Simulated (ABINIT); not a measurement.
Entries from a set of simulations; values are calculated unless marked as measured.

```cif
data_srtio3
_symmetry_space_group_name_H-M 'I4/mcm'
_symmetry_Int_Tables_number 140
_cell_length_a 5.5110
_cell_length_b 5.5110
_cell_length_c 7.7960
_cell_angle_alpha 90.000
_cell_angle_beta 90.000
_cell_angle_gamma 90.000
_cell_volume 236.77
loop_
_atom_site_label
_atom_site_type_symbol
_atom_site_symmetry_multiplicity
_atom_site_Wyckoff_symbol
_atom_site_fract_x
_atom_site_fract_y
_atom_site_fract_z
_atom_site_occupancy
Sr1 Sr 4 b 0.00000 0.50000 0.25000 1
Ti1 Ti 4 c 0.00000 0.00000 0.00000 1
O1 O 4 a 0.00000 0.00000 0.25000 1
O2 O 8 h 0.24510 0.74510 0.00000 1
_calc_subject 'Quasiparticle gap of SrTiO3 (I4/mcm) in ABINIT'
_calc_method 'RPA screening on PBE, plane waves, norm-conserving pseudopotentials (and 2 further levels or steps)'
_calc_program 'ABINIT 10.8.3'
_calc_settings 'cutoff 38 Ha, PseudoDojo scalar-relativistic 0.4.1 standard, norm-conserving, ngkpt (4, 4, 4), nband 84, ecuteps 2.8 Ha, inclvkb 2, shiftk (0, 0, 0), symchi 1, awtr 1, frequency ppm, 4×4×4 k-mesh'
_calc_cost '4 runs, 22 min in all on 16 MPI ranks of Arm Neoverse N1, shared host'
_calc_notes 'The program’s warnings: nproc spkpt=  >= nkpt= * nsppol=. The cell and positions come from the Crystallography Open Database and are kept as given unless a step says otherwise. Limits: no spin-orbit coupling.'
_calc_pbe_gap '1.92 eV, direct'
_calc_g0w0_gap_on_the_mesh '3.71 eV'
_calc_gw_settings '4×4×4 mesh, 84 bands, screening to 76.2 eV, Godby-Needs plasmon pole'
_calc_known_limits 'short of the basis limit; no spin-orbit coupling'
```

[Long decimals in the printed logs are rounded to 6 places.]

[Logs are printed without paths, hosts, clocks, repeated set-up lines and the standing remarks that a program may print on its own settings, such as how far it seeks lower states.]

[Paths, hosts, dates, memory and timing lines, banners, echoed tables and standing remarks are left out of the program output; an Ansatz launch command may be rebuilt from the run's recorded settings. Measured values are a selection of at most five: reports struck by readers or far from the other reports are left out. None is set beside runs whose start may be inverted or whose files or cutoffs have a known fault.]

[Runs of the session that timed out or met a known fault of the program may be left out.]

[Hosts, paths, dates, database ids (printed as entryN), source tags and the programs' standing remarks are cut or masked in the printed files.]

[G0W0 gaps are taken among the corrected bands and points alone; a level outside them can change the order at an edge.]

[Where Ansatz stands beside ABINIT at settings called matched, ABINIT's density can come from a denser mesh and the files from another edition; pairs whose starting gaps differed by over 0.03 eV were left out, so agreement reads better than it is.]
